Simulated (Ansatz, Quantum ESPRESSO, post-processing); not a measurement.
# The work function of Mo(100), 5 layers, one monolayer of Si on top sites, level by level, part 2 of 2

How much energy does it take to lift an electron out of Mo(100), 5 layers, one monolayer of Si on top sites, and how far do the settings matter?

Quantum ESPRESSO 7.5; plane-wave DFT, PBE, GBRV ultrasoft pseudopotentials; geometry and cross-check by Ansatz 0.2.0 with PAW datasets.

So far. Step 9 (SCF with pw.x: revPBE, GBRV ultrasoft): The upper face goes from 5.102 eV (PBE, GBRV) to 5.046 eV, a change of -0.057 eV. Step 10 (Self-consistent run: PBE, SG15 norm-conserving): The upper face goes from 5.102 eV (PBE, GBRV) to 5.088 eV, a change of -0.014 eV, a small one, from the pseudopotentials and their cutoffs.

### 11. Self-consistent run: LDA, PseudoDojo norm-conserving

Level of this step: plane-wave DFT, LDA, PseudoDojo norm-conserving pseudopotentials (Quantum ESPRESSO 7.5).

Input file dojo-lda.in:

```
&control
  prefix = 'dojo-lda'
  outdir = './out'
  pseudo_dir = './pseudo'
  calculation = 'scf'
  tprnfor = .true.
/
&system
  ibrav = 0
  nat = 6
  ntyp = 2
  ecutwfc = 72
  ecutrho = 288
  occupations = 'smearing'
  smearing = 'mv'
  degauss = 0.02
  assume_isolated = 'esm'
  esm_bc = 'bc1'
/
&electrons
  conv_thr = 1e-07
  mixing_beta = 0.4
  electron_maxstep = 120
  mixing_mode = 'local-TF'
/
ATOMIC_SPECIES
  Mo  95.9500  Mo.dojo-sr-lda-0.4.1-standard.upf
  Si  28.0850  Si.dojo-sr-lda-0.4.1-standard.upf
CELL_PARAMETERS angstrom
  3.15000000000000 0.00000000000000 0.00000000000000
  0.00000000000000 3.15000000000000 0.00000000000000
  0.00000000000000 0.00000000000000 25.30000000000000
ATOMIC_POSITIONS crystal
  Mo  0.000000000000 0.000000000000 -0.171647694834
  Mo  0.500000000000 0.500000000000 -0.109394730434
  Mo  0.000000000000 0.000000000000 -0.047141765934
  Mo  0.500000000000 0.500000000000 0.016944116178
  Mo  -0.000000000000 0.000000000000 0.075765865547
  Si  -0.000000000000 0.000000000000 0.171647694834
K_POINTS automatic
  8 8 1 0 0 0
```

Launch:

```console
$ OMP_NUM_THREADS=1 mpirun -n 4 pw.x -nk 4 -in dojo-lda.in > dojo-lda.out
```

It took 4.7 min on 4 MPI ranks of Arm Neoverse V2, shared host; peak memory 0.94 GiB; 19 min of CPU time.

Read from the output:

| Item | Value |
| --- | --- |
| free energy | -9684.8037 eV |
| Fermi energy | -4.733 eV |
| vacuum line at the lower end of the cell, over the Fermi level | 4.227 eV |
| vacuum line at the upper end of the cell, over the Fermi level | 5.240 eV |

The potential energy, planar mean oscillates, so the rows of the table below give means over windows of 1.6 Å about each position, cut where the curve ends. Its maxima inside the range that stand out by 2 % of the span (Å: eV): -3.6: -7.33, -2.0: -7.81, -0.4: -7.00, 1.2: -8.96, 3.2: 2.34. Its minima: -4.3: -27.3, -2.8: -27.6, -1.2: -27.9, 0.5: -27.7, 1.9: -27.3, 4.3: -10.1.

Electrostatic potential energy of an electron; zero at the Fermi level. Potential energy, planar mean against z; means over each step:

```csv
z (Å),"potential energy, planar mean (eV)"
-11.85,4.23
-10.25,4.23
-8.65,4.22
-7.05,4.07
-5.45,-1.52
-3.85,-16.5
-2.25,-17.0
-0.65,-16.4
0.95,-18.0
2.55,-9.47
4.15,-5.20
5.75,3.24
7.35,5.21
8.95,5.24
10.55,5.24
12.15,5.24
```

The upper face goes from 5.102 eV (PBE, GBRV) to 5.240 eV, a change of +0.137 eV.

### 12. All levels side by side

All levels:

```csv
level,upper face (eV),lower face (eV),dipole (e Å),CPU time (s)
"QE PBE GBRV, sawtooth",5.095,3.943,-0.06319,467.5
"QE PBE GBRV, ESM bc1",5.102,3.945,-,435.4
"QE revPBE GBRV ultrasoft, ESM bc1",5.046,3.825,-,554.3
"QE PBE SG15 norm-conserving, ESM bc1",5.088,3.891,-,963
"QE LDA PseudoDojo norm-conserving, ESM bc1",5.24,4.227,-,1130
"Ansatz PBE PAW, sawtooth (time of the whole relaxation)",5.094,3.951,-0.06267,65.54
```

The times are CPU seconds on a shared host; the codes use unlike cutoffs, datasets and smearings, so their times compare unlike work.

### 13. SCF with pw.x, with diagonalization = cg and nosym = True

A sensitivity test on the input.

Level of this step: plane-wave DFT, PBE, GBRV ultrasoft pseudopotentials (Quantum ESPRESSO 7.5).

Input file esm.w0.in:

```
&control
  prefix = 'esm.w0'
  outdir = './out'
  pseudo_dir = './pseudo'
  calculation = 'scf'
  tprnfor = .true.
/
&system
  ibrav = 0
  nat = 6
  ntyp = 2
  ecutwfc = 40
  ecutrho = 200
  occupations = 'smearing'
  smearing = 'mv'
  degauss = 0.02
  assume_isolated = 'esm'
  esm_bc = 'bc1'
  nosym = .true.
/
&electrons
  conv_thr = 1e-07
  mixing_beta = 0.4
  electron_maxstep = 120
  mixing_mode = 'local-TF'
  diagonalization = 'cg'
/
ATOMIC_SPECIES
  Mo  95.9500  mo_pbe_v1.uspp.F.UPF
  Si  28.0850  si_pbe_v1.uspp.F.UPF
CELL_PARAMETERS angstrom
  3.15000000000000 0.00000000000000 0.00000000000000
  0.00000000000000 3.15000000000000 0.00000000000000
  0.00000000000000 0.00000000000000 25.30000000000000
ATOMIC_POSITIONS crystal
  Mo  0.000000000000 0.000000000000 -0.171647694834
  Mo  0.500000000000 0.500000000000 -0.109394730434
  Mo  0.000000000000 0.000000000000 -0.047141765934
  Mo  0.500000000000 0.500000000000 0.016944116178
  Mo  -0.000000000000 0.000000000000 0.075765865547
  Si  -0.000000000000 0.000000000000 0.171647694834
K_POINTS automatic
  8 8 1 0 0 0
```

Launch:

```console
$ OMP_NUM_THREADS=1 mpirun -n 4 pw.x -nk 4 -in esm.w0.in > esm.w0.out
```

The job ended after 4.3 min (4 MPI ranks; peak memory 0.76 GiB; 17 min of CPU time).

Beside the run it was changed from:

```csv
quantity,this run,unchanged run,difference
"vacuum line at the upper end of the cell, over the Fermi level (eV)",5.106,5.102,0.0035
"vacuum line at the lower end of the cell, over the Fermi level (eV)",3.934,3.945,-0.010
free energy (eV),-9604.844,-9604.844,1.4e-7
wall time (s),261,109,
SCF iterations,30,39,
```

The free energy moves by +2.3e-05 meV an atom.

Levels move by up to 10 meV, the slack that the SCF threshold leaves: a converged result doesn't depend on solver or mixing.

### 14. By hand

In the first self-consistent run, on its own zero, the Fermi level is 4.423 eV and the upper vacuum level 9.519 eV: φ = 9.519 − (4.423) = 5.096 eV.

The dipole of -0.3035 D is -0.0632 e Å (1 D = 0.20819 e Å). A dipole layer steps the potential by e p/(ε₀A), with e/ε₀ = 180.95 V Å: 180.95 × 0.0632 / 9.922 = 1.152 eV, against 1.153 eV between the two work functions.

### 15. Results

```yaml
work_function_of_the_covered_face_pbe_gbrv: 5.10 eV
work_function_of_the_bare_face_pbe_gbrv: 3.94 eV
covered_face_by_esm: 5.10 eV
dipole_along_the_normal: -0.0632 e·Å
covered_face_by_ansatz: 5.09 eV
```

**Reading.** At the first level (PBE, GBRV ultrasoft) the work function comes to 5.10 eV on the upper face and 3.94 eV on the lower. The Si layer ends 2.43 Å above the top metal plane and raises the work function by 1.15 eV against the bare face. This is the step −180.95 p/A = +1.15 eV of the slab's dipole p = -0.06319 e Å, which the dipole correction builds in. The bare face is held at bulk positions, so it is no relaxed clean surface. ESM differs from the periodic treatment by +7 meV on the upper face and +2 meV on the lower. Over the levels tried the upper face spans 5.05 eV (QE revPBE GBRV ultrasoft, ESM bc1) to 5.24 eV (QE LDA PseudoDojo norm-conserving, ESM bc1). Quantum ESPRESSO and Ansatz give 5.10 and 5.09 eV for the upper face, which agree. Ansatz ran with Fermi-Dirac smearing of 0.1 eV against cold smearing of 0.02 Ry, which alone can move a level by some tens of meV. With 8×8 points and so few layers the values hold to some 0.05 to 0.1 eV. The slab is cut at a tabulated measured bulk lattice constant, given to two decimals. A full 1×1 monolayer may not be the stable structure at this coverage.

[Logs are printed without paths, hosts, clocks, repeated set-up lines and the standing remarks that a program may print on its own settings, such as how far it seeks lower states.]

[Hosts, paths, dates, database ids (printed as entryN), source tags and the programs' standing remarks are cut or masked in the printed files.]

[Maps of the electrostatic potential energy from Ansatz leave out the sawtooth potential of an applied field or a dipole correction, so their vacuum need not be flat; planar profiles and work functions include it.]
